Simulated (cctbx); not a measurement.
## Reading a Patterson map

Space group Fdd2 (no. 43), a = 5.6930 Å, b = 17.1530 Å, c = 14.0770 Å, α = 90.00°, β = 90.00°, γ = 90.00°, content Nd24 Ge8 Si32.

The data are simulated with cctbx, not measured: Mo Kα, λ = 0.71073 Å, to d = 0.77 Å, 70 % of the full sphere, strongest reflection 5000 counts, noise from counting, a 6 % proportional error and a noise floor of 15 counts (s.d.); no absorption.

Patterson synthesis from sharpened amplitudes, origin scaled to 1000:

```text
Patterson group F m m m
      u       v       w   height  length (A)
  0.000   0.000   0.000   1000.0     0.00
  0.000   0.167   0.500    762.9     7.60
  0.250   0.250   0.250    463.9     5.73
  0.250   0.083   0.250    374.3     4.05
  0.000   0.169   0.072    207.1     3.07
  0.000   0.000   0.436    199.8     6.14
  0.247   0.082   0.325    107.6     4.99
  0.250   0.250   0.322     96.4     6.40
  0.143   0.045   0.000     43.9     1.12
  0.099   0.019   0.064     43.1     1.12
  0.188   0.000   0.026     42.0     1.13
  0.000   0.060   0.033     39.5     1.12
  0.185   0.169   0.474     35.0     7.35
  0.187   0.191   0.500     34.9     7.84
```

**Question.** Which atom pairs make the peaks, and where is the heaviest atom?

A peak at u stands for all pairs with xi − xj = u, with weight Σ ZiZj against Σ Z² = 100864 at the origin. Peak heights follow these weights only roughly, since form factors, motion and series ripples differ, all vectors within 0.55 Å of a peak are counted as merged into it though the farther ones add only part of their weight, and F(000) is left out, which lowers the whole map:

| u | v | w | shortest length (Å) | height | 1000 ΣZiZj/ΣZ² | pairs in the cell |
| --- | --- | --- | --- | --- | --- | --- |
| 0.000 | 0.167 | 0.500 | 4.04 | 763 | 872 | 24 × Nd–Nd, 8 × Si–Si |
| 0.250 | 0.250 | 0.250 | 5.73 | 464 | 484 | 12 × Nd–Nd, 4 × Ge–Ge, 8 × Si–Si |
| 0.250 | 0.083 | 0.250 | 4.05 | 374 | 444 | 12 × Nd–Nd, 8 × Si–Si |
| 0.000 | 0.169 | 0.072 | 3.07 | 207 | 352 | 24 × Nd–Si, 8 × Nd–Ge |
| 0.000 | 0.000 | 0.436 | 2.99 | 200 | 286 | 8 × Nd–Ge, 16 × Nd–Si |
| 0.247 | 0.082 | 0.325 | 3.18 | 108 | 209 | 16 × Nd–Si, 4 × Nd–Ge |
| 0.250 | 0.250 | 0.322 | 5.17 | 96 | 209 | 16 × Nd–Si, 4 × Nd–Ge |

The table stops at ten peaks or at a height of 45, below which ripples compete. In the model behind the data Nd, the heaviest element, has 2 independent sites: (0.5022, 0.1712, 0.0093) and (1/4, 1/4, 0.2505), up to an allowed shift of origin; the Nd–Nd vectors are differences of these positions and their symmetry mates. The whole model:

```csv
atom,mult.,x,y,z,Ueq (Å²)
Nd1,16,0.5022,0.1712,0.0093,0.0059
Nd2,8,1/4,1/4,0.2505,0.0039
Ge1,8,3/4,1/4,0.1940,0.0070
Si1,16,0.9942,0.1658,0.0871,0.0089
Si2,16,0.5531,0.1751,0.4103,0.0079
```

This is a model crystal, built by substitution and not relaxed, with assumed displacement parameters.

[Logs are printed without paths, hosts, clocks, repeated set-up lines and the standing remarks that a program may print on its own settings, such as how far it seeks lower states.]
